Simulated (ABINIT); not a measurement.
# KSrH3 (Pm-3m): from the cell to the phonon bands, part 3 of 4

How does KSrH3 (Pm-3m) vibrate, and is this structure a minimum?

ABINIT 10.8.3; DFT PBEsol, scalar-relativistic, plane waves, PseudoDojo norm-conserving pseudopotentials.

So far. Step 8 (Linear response at Γ): The acoustic modes at Γ come out as far as 0.4 cm⁻¹ from zero, where they should vanish, a small numerical error; the Born charges miss their sum rule by 0.0065 e, which is good. The lowest optical mode is imaginary, 178i cm⁻¹, an instability at this level and on this k mesh. Step 9 (Zone-centre analysis): The rule moves no optical mode by more than 0.1 cm⁻¹. The relaxed cell has a = 4.720 Å (conventional setting).

The structure was built from a prototype and need not be the compound's stable phase.

### 10. Linear response on the mesh

Linear response treats each wavevector in the unit cell, with no supercell; the 2×2×2 mesh fixes the range of the force constants to be had.

dfpt_q.abi

```
ndtset 3

# wavevectors
qpt1 0.5 0.0 0.0
qpt2 0.5 0.5 0.0
qpt3 0.5 0.5 0.5

# displacements
getwfk_filepath "gso_WFK"
getwfq_filepath "gso_WFK"
kptopt 3
nqpt 1
rfphon 1
rfatpol 1 5
rfdir 1 1 1
tolvrs 1.0d-10
prtwf 0

# basis, mesh and filling
ecut 33.0
ngkpt 4 4 4
nshiftk 1
shiftk 0.0 0.0 0.0
istwfk *1
occopt 1
nband 11
nstep 100
diemac 9.0
prtebands 0
prtgsr 0
useylm 1

# cell and atoms
acell 3*1.0 Angstrom
rprim 
    4.719555796 0.0 0.0
    0.0 4.719555796 0.0
    0.0 0.0 4.719555796
ntypat 3
znucl 19 38 1
natom 5
typat 1 2 3 3 3
xred 
    0.0 0.0 0.0
    0.5 0.5 0.5
    0.5 0.5 0.0
    0.5 0.0 0.5
    0.0 0.5 0.5
pp_dirpath "./pseudo"
pseudos "K.upf, Sr.upf, H.upf"
```

Command:

```bash
> OMP_NUM_THREADS=1 mpirun -n 4 abinit dfpt_q.abi > dfpt_q.log
```

Numbers of over 12 decimals in the logs are rounded to 6 here.

dfpt_q.abo, the main output file:

```text
[banners, grids, parts of the stress and lines that vanish by symmetry left out]
- input  file    -> dfpt_q.abi
- output file    -> dfpt_q.abo
- root for input  files -> dfpt_qi
[...]
DATASET    1 : space group Pm -3 m (#221); Bravais cP (primitive cubic)
[...]
nfft =      110592          nkpt =          64
[...]
DATASET    2 : space group Pm -3 m (#221); Bravais cP (primitive cubic)
[...]
nfft =      110592          nkpt =          64
[...]
DATASET    3 : space group Pm -3 m (#221); Bravais cP (primitive cubic)
[...]
nfft =      110592          nkpt =          64
[...]
== DATASET  1 ==================================================================
[...]
cutoff_energies: {ecut:  33.0, pawecutdg:  -1.0, }
[...]
Perturbation : displacement of atom   1   along direction   1
[...]
-ETOT  1   4.583564     -2.743E+03 7.440E+00 8.332E+03
 ETOT  2   1.402268     -3.181E+00 6.271E-02 5.113E+02
 ETOT  3   1.165270     -2.370E-01 1.554E-03 3.294E+02
 ETOT  4   1.156005     -9.265E-03 1.623E-05 6.181E+01
 ETOT  5   1.153082     -2.923E-03 3.960E-06 8.890E+00
[...]
At SCF step   13       vres2   =  4.66E-11 < tolvrs=  1.00E-10 =>converged.
[...]
Perturbation : displacement of atom   1   along direction   2
[...]
-ETOT  1   3.243581     -2.612E+03 7.454E+00 2.865E+02
[...]
At SCF step   11       vres2   =  3.09E-11 < tolvrs=  1.00E-10 =>converged.
[...]
Perturbation : displacement of atom   2   along direction   1
[...]
-ETOT  1   7.754359     -2.148E+03 1.179E+01 6.179E+03
[...]
At SCF step   13       vres2   =  2.50E-11 < tolvrs=  1.00E-10 =>converged.
[...]
Perturbation : displacement of atom   2   along direction   2
[...]
-ETOT  1   6.108340     -1.987E+03 1.150E+01 9.356E+02
[...]
At SCF step   11       vres2   =  3.66E-12 < tolvrs=  1.00E-10 =>converged.
[...]
Perturbation : displacement of atom   3   along direction   1
[...]
-ETOT  1   2.217700     -7.982E+01 1.878E-01 3.055E+04
[...]
Perturbation : displacement of atom   3   along direction   2
[...]
-ETOT  1  0.497486     -7.991E+01 2.763E-01 2.183E+03
[...]
Perturbation : displacement of atom   3   along direction   3
[...]
-ETOT  1   4.504399     -8.087E+01 3.180E-01 2.045E+03
[...]
Perturbation : displacement of atom   5   along direction   1
[...]
-ETOT  1   6.279813     -8.072E+01 1.702E-01 2.433E+04
[...]
Perturbation : displacement of atom   5   along direction   2
[...]
-ETOT  1  0.624280     -7.979E+01 1.183E-01 2.134E+03
[...]
Phonon wavevector (reduced coordinates) :  0.50000  0.00000  0.00000
 Phonon energies in Hartree :
[...]
Phonon frequencies in cm-1    :
- -1.086462E+02 -1.086462E+02 -5.527022E+01 -5.527022E+01  9.592463E+01
-  1.168519E+02  1.235238E+02  1.235238E+02  1.598529E+02  2.415119E+02
-  2.415119E+02  5.494745E+02  1.149531E+03  1.149531E+03  1.265429E+03
[...]
== DATASET  2 ==================================================================
[...]
cutoff_energies: {ecut:  33.0, pawecutdg:  -1.0, }
[...]
Perturbation : displacement of atom   1   along direction   1
[...]
-ETOT  1   3.610587     -2.680E+03 7.426E+00 3.292E+02
[...]
Perturbation : displacement of atom   1   along direction   3
[...]
-ETOT  1   3.225120     -2.607E+03 7.439E+00 3.036E+02
[...]
Perturbation : displacement of atom   2   along direction   1
[...]
-ETOT  1   7.027690     -2.070E+03 1.178E+01 1.540E+03
[...]
Perturbation : displacement of atom   2   along direction   3
[...]
-ETOT  1   6.112436     -1.981E+03 1.153E+01 8.832E+02
[...]
Perturbation : displacement of atom   3   along direction   1
[...]
-ETOT  1   1.348689     -7.991E+01 3.158E-01 9.821E+03
[...]
Perturbation : displacement of atom   3   along direction   3
[...]
-ETOT  1   4.477400     -8.084E+01 3.234E-01 1.839E+03
[...]
Perturbation : displacement of atom   4   along direction   1
[...]
-ETOT  1   1.251437     -8.000E+01 7.403E-02 8.511E+03
[...]
Perturbation : displacement of atom   4   along direction   2
[...]
-ETOT  1   5.784461     -8.043E+01 1.563E-01 1.028E+04
[...]
Perturbation : displacement of atom   4   along direction   3
[...]
-ETOT  1  0.594203     -7.976E+01 9.019E-02 1.861E+03
[...]
Phonon wavevector (reduced coordinates) :  0.50000  0.50000  0.00000
 Phonon energies in Hartree :
[...]
Phonon frequencies in cm-1    :
- -3.457588E+02 -9.663636E+01 -9.663636E+01  4.154258E+01  7.290211E+01
-  1.155562E+02  1.155562E+02  2.355292E+02  2.355292E+02  3.403183E+02
-  3.403183E+02  5.765312E+02  1.148589E+03  1.190756E+03  1.288570E+03
[...]
== DATASET  3 ==================================================================
[...]
cutoff_energies: {ecut:  33.0, pawecutdg:  -1.0, }
[...]
Perturbation : displacement of atom   1   along direction   1
[...]
-ETOT  1   3.380462     -2.656E+03 7.413E+00 4.013E+02
[...]
Perturbation : displacement of atom   2   along direction   1
[...]
-ETOT  1   6.870397     -2.040E+03 1.174E+01 1.616E+03
[...]
Perturbation : displacement of atom   3   along direction   1
[...]
-ETOT  1  0.976924     -7.998E+01 1.106E-01 4.830E+03
[...]
At SCF step   11       vres2   =  2.04E-11 < tolvrs=  1.00E-10 =>converged.
[...]
Perturbation : displacement of atom   3   along direction   3
[...]
-ETOT  1   5.591147     -8.033E+01 3.103E-01 6.969E+03
[...]
ETOT  9   4.586837     -1.070E-11 7.630E-14 1.468E-09
 ETOT 10   4.586837     -3.681E-12 2.182E-15 9.814E-11
 At SCF step   10       vres2   =  9.81E-11 < tolvrs=  1.00E-10 =>converged.
[...]
Phonon wavevector (reduced coordinates) :  0.50000  0.50000  0.50000
 Phonon energies in Hartree :
[...]
Phonon frequencies in cm-1    :
- -3.540182E+02 -3.540182E+02 -3.540182E+02 -5.171640E+01 -5.171640E+01
- -5.171640E+01  1.406619E+02  1.406619E+02  1.406619E+02  5.295509E+02
-  5.295509E+02  5.295509E+02  1.190221E+03  1.190221E+03  1.304635E+03
[...]
strten2     0.0000000000E+00  0.0000000000E+00  0.0000000000E+00
           strten3     0.0000000000E+00  0.0000000000E+00  0.0000000000E+00
================================================================================
```

Wall time 7.7 min (4 MPI ranks of Arm Neoverse V2, shared host).

Numbers from this step:

* lowest mode on the q mesh (acoustic ones at the zone centre apart): -354.0 cm⁻¹

Frequencies (cm⁻¹) before the sum rule at the irreducible wavevectors but Γ, which is solved apart; negative means imaginary. Frequencies by wavevector:

```csv
q (fractions),star,mode 1,mode 2,mode 3,mode 4,mode 13,mode 14,mode 15
0.5 0 0,3,-108.7,-108.7,-55.27,-55.27,1150,1150,1265
0.5 0.5 0,3,-345.8,-96.64,-96.64,41.54,1149,1191,1289
0.5 0.5 0.5,1,-354,-354,-354,-51.72,1190,1190,1305
```

### 11. Interpolated phonon bands

anaddb transforms the dynamical matrices to force constants, with the dipole-dipole part treated apart, and back along the path; points of the mesh come back as solved, but for the sum rule and, in polar crystals, the LO-TO term at Γ; the rest is interpolation.

anaddb.abi

```
ddb_filepath "all_DDB"
output_file "anaddb.abo"
outdata_prefix "anaddb"
ifcflag 1
ngqpt 2 2 2
nqshft 1
q1shft 0.0 0.0 0.0
asr 1
chneut 1
dipdip 1
dipquad 0
quadquad 0
enunit 0
eivec 0
nph1l 62
qph1l 
    0.0 5.0d-06 0.0 1.0
    0.0 0.05 0.0 1.0
    0.0 0.1 0.0 1.0
    0.0 0.15 0.0 1.0
    0.0 0.2 0.0 1.0
    0.0 0.25 0.0 1.0
    0.0 0.3 0.0 1.0
    0.0 0.35 0.0 1.0
    0.0 0.4 0.0 1.0
    0.0 0.45 0.0 1.0
    0.0 0.5 0.0 1.0
    0.05 0.5 0.0 1.0
    0.1 0.5 0.0 1.0
    0.15 0.5 0.0 1.0
    0.2 0.5 0.0 1.0
    0.25 0.5 0.0 1.0
    0.3 0.5 0.0 1.0
    0.35 0.5 0.0 1.0
    0.4 0.5 0.0 1.0
    0.45 0.5 0.0 1.0
    0.5 0.5 0.0 1.0
    0.45 0.45 0.0 1.0
    0.4 0.4 0.0 1.0
    0.35 0.35 0.0 1.0
    0.3 0.3 0.0 1.0
    0.25 0.25 0.0 1.0
    0.2 0.2 0.0 1.0
    0.15 0.15 0.0 1.0
    0.1 0.1 0.0 1.0
    0.05 0.05 0.0 1.0
    5.0d-06 5.0d-06 5.0d-06 1.0
    0.05 0.05 0.05 1.0
    0.1 0.1 0.1 1.0
    0.15 0.15 0.15 1.0
    0.2 0.2 0.2 1.0
    0.25 0.25 0.25 1.0
    0.3 0.3 0.3 1.0
    0.35 0.35 0.35 1.0
    0.4 0.4 0.4 1.0
    0.45 0.45 0.45 1.0
    0.5 0.5 0.5 1.0
    0.45 0.5 0.45 1.0
    0.4 0.5 0.4 1.0
    0.35 0.5 0.35 1.0
    0.3 0.5 0.3 1.0
    0.25 0.5 0.25 1.0
    0.2 0.5 0.2 1.0
    0.15 0.5 0.15 1.0
    0.1 0.5 0.1 1.0
    0.05 0.5 0.05 1.0
    0.0 0.5 0.0 1.0
    0.5 0.5 0.5 1.0
    0.5 0.5 0.45 1.0
    0.5 0.5 0.4 1.0
    0.5 0.5 0.35 1.0
    0.5 0.5 0.3 1.0
    0.5 0.5 0.25 1.0
    0.5 0.5 0.2 1.0
    0.5 0.5 0.15 1.0
    0.5 0.5 0.1 1.0
    0.5 0.5 0.05 1.0
    0.5 0.5 0.0 1.0
```

mrgddb.in

```
all_DDB
merged
4
dfpt_gammao_DS2_DDB
dfpt_qo_DS1_DDB
dfpt_qo_DS2_DDB
dfpt_qo_DS3_DDB
```

Command:

```bash
> mrgddb < mrgddb.in > mrgddb.log
> OMP_NUM_THREADS=1 anaddb anaddb.abi > anaddb.log
```

anaddb.abo, the main output file:

```text
[banners, grids, parts of the stress and lines that vanish by symmetry left out]
-outvars_anaddb: echo values of input variables ----------------------

 Flags :
[...]
Dielectric Tensor and Effective Charges
[...]
Effective charge tensors after
[...]
Phonon wavevector (reduced coordinates) :  0.00000  0.00001  0.00000
 Phonon energies in Hartree :
[...]
Phonon frequencies in cm-1    :
- -1.777140E+02 -1.777140E+02 -1.777140E+02 -1.158250E+02 -1.158250E+02
-  0.000000E+00  0.000000E+00  0.000000E+00  9.072673E+01  2.183939E+02
-  2.183939E+02  5.144700E+02  1.150463E+03  1.150463E+03  1.231615E+03
[...]
Phonon wavevector (reduced coordinates) :  0.00000  0.05000  0.00000
 Phonon energies in Hartree :
[...]
Phonon frequencies in cm-1    :
- -1.747490E+02 -1.747490E+02 -1.737238E+02 -1.148214E+02 -1.148214E+02
-  7.914068E+00  7.914068E+00  1.707104E+01  9.129800E+01  2.184602E+02
-  2.184602E+02  5.153595E+02  1.150440E+03  1.150440E+03  1.232438E+03
[...]
Phonon wavevector (reduced coordinates) :  0.00000  0.10000  0.00000
 Phonon energies in Hartree :
[...]
Phonon frequencies in cm-1    :
- -1.662390E+02 -1.662390E+02 -1.615905E+02 -1.115619E+02 -1.115619E+02
-  1.668672E+01  1.668672E+01  3.348402E+01  9.295764E+01  2.187250E+02
-  2.187250E+02  5.179319E+02  1.150374E+03  1.150374E+03  1.234828E+03
[...]
Phonon wavevector (reduced coordinates) :  0.00000  0.15000  0.00000
 Phonon energies in Hartree :
[...]
Phonon frequencies in cm-1    :
- -1.536474E+02 -1.536474E+02 -1.406348E+02 -1.051369E+02 -1.051369E+02
-  2.750629E+01  2.750629E+01  4.863115E+01  9.555893E+01  2.193859E+02
-  2.193859E+02  5.219116E+02  1.150270E+03  1.150270E+03  1.238554E+03
[...]
Phonon wavevector (reduced coordinates) :  0.00000  0.20000  0.00000
 Phonon energies in Hartree :
[...]
Phonon frequencies in cm-1    :
- -1.401479E+02 -1.401479E+02 -1.086450E+02 -9.407062E+01 -9.407062E+01
-  4.222531E+01  4.222531E+01  6.199487E+01  9.889903E+01  2.207594E+02
[...]
Phonon wavevector (reduced coordinates) :  0.00000  0.25000  0.00000
 Phonon energies in Hartree :
[...]
Phonon frequencies in cm-1    :
[...]
Phonon wavevector (reduced coordinates) :  0.00000  0.30000  0.00000
 Phonon energies in Hartree :
[...]
Phonon frequencies in cm-1    :
[...]
Phonon wavevector (reduced coordinates) :  0.00000  0.35000  0.00000
 Phonon energies in Hartree :
[...]
Phonon frequencies in cm-1    :
[...]
Phonon wavevector (reduced coordinates) :  0.00000  0.40000  0.00000
 Phonon energies in Hartree :
[...]
Phonon frequencies in cm-1    :
[...]
Phonon wavevector (reduced coordinates) :  0.00000  0.45000  0.00000
 Phonon energies in Hartree :
[...]
Phonon frequencies in cm-1    :
[...]
Phonon wavevector (reduced coordinates) :  0.00000  0.50000  0.00000
 Phonon energies in Hartree :
[...]
Phonon frequencies in cm-1    :
[...]
Phonon wavevector (reduced coordinates) :  0.05000  0.50000  0.00000
 Phonon energies in Hartree :
[...]
Phonon frequencies in cm-1    :
[...]
Phonon wavevector (reduced coordinates) :  0.10000  0.50000  0.00000
 Phonon energies in Hartree :
[...]
Phonon frequencies in cm-1    :
[...]
Phonon wavevector (reduced coordinates) :  0.15000  0.50000  0.00000
 Phonon energies in Hartree :
[...]
Phonon frequencies in cm-1    :
[...]
Phonon frequencies in cm-1    :
[...]
Phonon wavevector (reduced coordinates) :  0.25000  0.25000  0.25000
 Phonon energies in Hartree :
[...]
Phonon frequencies in cm-1    :
[...]
-  5.012084E+01  1.058681E+02  1.221055E+02  1.221055E+02  3.865244E+02
-  3.865244E+02  5.464375E+02  1.169964E+03  1.169964E+03  1.261419E+03
  Phonon wavevector (reduced coordinates) :  0.30000  0.30000  0.30000
 Phonon energies in Hartree :
[...]
Phonon frequencies in cm-1    :
- -2.773196E+02 -2.565243E+02 -2.565243E+02 -4.569849E+01 -4.569849E+01
-  3.021140E+01  1.183026E+02  1.275376E+02  1.275376E+02  4.383803E+02
-  4.383803E+02  5.464637E+02  1.176382E+03  1.176382E+03  1.274020E+03
  Phonon wavevector (reduced coordinates) :  0.35000  0.35000  0.35000
 Phonon energies in Hartree :
[...]
Phonon frequencies in cm-1    :
- -3.069036E+02 -2.955198E+02 -2.955198E+02 -4.865291E+01 -4.865291E+01
[...]
Phonon wavevector (reduced coordinates) :  0.40000  0.40000  0.40000
 Phonon energies in Hartree :
[...]
Phonon frequencies in cm-1    :
[...]
Phonon wavevector (reduced coordinates) :  0.45000  0.45000  0.45000
 Phonon energies in Hartree :
[...]
Phonon frequencies in cm-1    :
[...]
Phonon wavevector (reduced coordinates) :  0.50000  0.50000  0.50000
 Phonon energies in Hartree :
[...]
Phonon wavevector (reduced coordinates) :  0.50000  0.50000  0.05000
 Phonon energies in Hartree :
[...]
Phonon frequencies in cm-1    :
[...]
Phonon wavevector (reduced coordinates) :  0.50000  0.50000  0.00000
 Phonon energies in Hartree :
[...]
Phonon frequencies in cm-1    :
[...]
-  1.155567E+02  1.155567E+02  2.355287E+02  2.355287E+02  3.403179E+02
-  3.403179E+02  5.765310E+02  1.148595E+03  1.190762E+03  1.288576E+03
-
```

Wall time 0.78 s (1 thread).

This step gave:

| Property | Result |
| --- | --- |
| lowest frequency on the path | -354.0 cm⁻¹ |

Anaddb, dipole-dipole term. The phonon branches at the labelled points (cm⁻¹):

```csv
point,branch 1,branch 2,branch 3,branch 4,branch 12,branch 13,branch 14,branch 15
Γ,-178,-178,-178,-116,514,1150,1150,1232
halfway,-129,-129,-80,-80,532,1150,1150,1248
X,-109,-109,-55,-55,550,1150,1150,1265
halfway,-266,-93,-70,-27,565,1149,1175,1273
M,-346,-97,-97,42,576,1149,1191,1289
halfway,-234,-100,-69,-44,550,1150,1170,1255
Γ,-178,-178,-178,-116,514,1150,1150,1232
halfway,-247,-215,-215,-42,546,1170,1170,1261
R,-354,-354,-354,-52,530,1190,1190,1305
halfway,-278,-251,-223,-46,554,1170,1178,1279
X,-109,-109,-55,-55,550,1150,1150,1265
jump to R,-354,-354,-354,-52,530,1190,1190,1305
halfway,-350,-267,-267,-48,553,1173,1190,1293
M,-346,-97,-97,42,576,1149,1191,1289
```

The path dips to 354i cm⁻¹.

[end of part 3 of 4]

[Host names and launcher messages were left out of these logs when they were recorded.]

[Logs are printed without paths, hosts, clocks, repeated set-up lines and the standing remarks that a program may print on its own settings, such as how far it seeks lower states.]

[Hosts, paths, dates, database ids (printed as entryN), source tags and the programs' standing remarks are cut or masked in the printed files.]
